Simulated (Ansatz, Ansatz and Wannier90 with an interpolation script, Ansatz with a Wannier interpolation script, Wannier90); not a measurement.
Planning a run of Ansatz 0.2.0 on Diamond (Imma, 2 atoms a cell). The input:

```yaml
crystal:
  lattice:
    - [-1.2358123596, -1.7477026, 1.2641132045]
    - [1.2358123596, -1.7477026, 1.2641132045]
    - [0.0, 0.0, 2.5282264089]
  atoms:
    - { symbol: C, position: [0.5003891571, 0.5003891571, 0.4996108429] }
    - { symbol: C, position: [0.7496108429, 0.7496108429, 0.7503891571] }
kpoints:
  mp_grid: { grid: [10, 10, 10] }
hamiltonian:
  xc: lda
scf:
  occupations: { method: fixed }
gw:
  n_empty_bands: 45
  ecut_chi: 150.0
  qp_bands: [v4, c3]
  screening: { model: contour_deformation }
```

```sh
ansatz run input.yaml --threads 8 --pin off --max-ram 18432MiB --backend cpu --events-out ev --progress --plain --runs-dir out
```

Question: Estimate wall time and host memory on 8 threads of Arm Neoverse V1, shared host.

It took 4.6 min; on shared hardware allow 2.3 min to 9.2 min. Peak host memory was 0.44 GiB. The sizes that set the cost: 189 plane waves a state, 171 irreducible k points, 49 bands summed, 59 plane waves in the screening and 6 SCF cycles.

The screening grows as filled bands × empty bands × pairs of k points, times the square of the screening basis for the matrix.

[Paths, hosts, dates, memory and timing lines, banners, echoed tables and standing remarks are left out of the program output.]

[Logs are printed without paths, hosts, clocks, repeated set-up lines and the standing remarks that a program may print on its own settings, such as how far it seeks lower states.]

[Runs of the session that timed out or met a known fault of the program may be left out.]

[Hosts, paths, dates, database ids (printed as entryN), source tags and the programs' standing remarks are cut or masked in the printed files.]
